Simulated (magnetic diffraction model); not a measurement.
## Ba₃FeMoO₇: the ordered moment from one line

Space group I4mm (no. 107), a = 4.2380 Å, c = 21.6130 Å.

```csv
site,atom,x,y,z
2a,Ba,0,0,0.4902
2a,Ba,0,0,0.3202
2a,Ba,1/2,1/2,0.1857
2a,Mo,0,0,0.0968
2a,Fe,1/2,1/2,0.3975
2a,O,0,0,0.0049
4b,O,0,1/2,0.1000
4b,O,1/2,0,0.4070
2a,O,0,0,0.1915
2a,O,1/2,1/2,0.3018
```

The compound is invented for this exercise: a known structure type with other elements, its cell scaled to their sizes and not relaxed.

Only Fe is taken to order (form factors of Fe2+); orders and moment sizes are assumed, and not adapted to the symmetry. Radiation: neutrons of λ = 1.909 Å, 8° to 50°; isotropic B of 0.69 Å² (Ba), 0.55 Å² (Mo), 0.63 Å² (Fe) and 1.05 Å² (O). The intensities are simulated: I ∝ L Σ (|F_N|² + |F_M⊥|²) for unpolarised neutrons, with F_M = 2.695 fm/μB × Σ f(s) S exp(2πi Q·r) exp(−B s²) at Q = H ± k (one set where k and −k are equivalent), only the part normal to Q counting and L = 1/(sin²θ cos θ). For collinear order S is the moment m, which repeats by lattice and centring translations R with the sign exp(−2πi k·R). Form factors are spin-only for 3d ions and dipole or tabulated for f ions, scattering lengths are Sears's of 1992, and absorption is left out. A label names one of the reflections at its angle. The strongest nuclear line in the range is 100, and lines under 0.2 are left out.

In a first state the assumed order is k = (0 0 0), collinear moments along [101], 3.86 μB on Fe, with this pattern:

```tsv
2θ (°)	index	nuclear	magnetic
10.13	(0 0 2)	40.6	2.1
20.35	(0 0 4)	49.8	0.5
26.54	(1 0 1)	60.1	24.9
30.30	(1 0 3)	5.2	13.8
30.73	(0 0 6)	4.8	0.2
36.77	(1 0 5)	28.2	5.7
37.15	(1 1 0)	55.7	5.2
38.60	(1 1 2)	11.4	8.7
41.38	(0 0 8)	0.3	0.1
42.72	(1 1 4)	31.6	5.3
44.98	(1 0 7)	18.0	2.2
48.95	(1 1 6)	100.0	2.7
```

**Question.** Nearer the ordering temperature the line at 26.54° has total intensity 66.3 on the same scale, and all moments have shrunk alike. How large is the Fe moment?

The nuclear part, 60.1, stays, so the magnetic part is 6.2 against 24.9. It goes as m², so m = 3.86 × √(6.2/24.9) = 1.93 μB; the value used was 1.93 μB.

[Logs are printed without paths, hosts, clocks, repeated set-up lines and the standing remarks that a program may print on its own settings, such as how far it seeks lower states.]
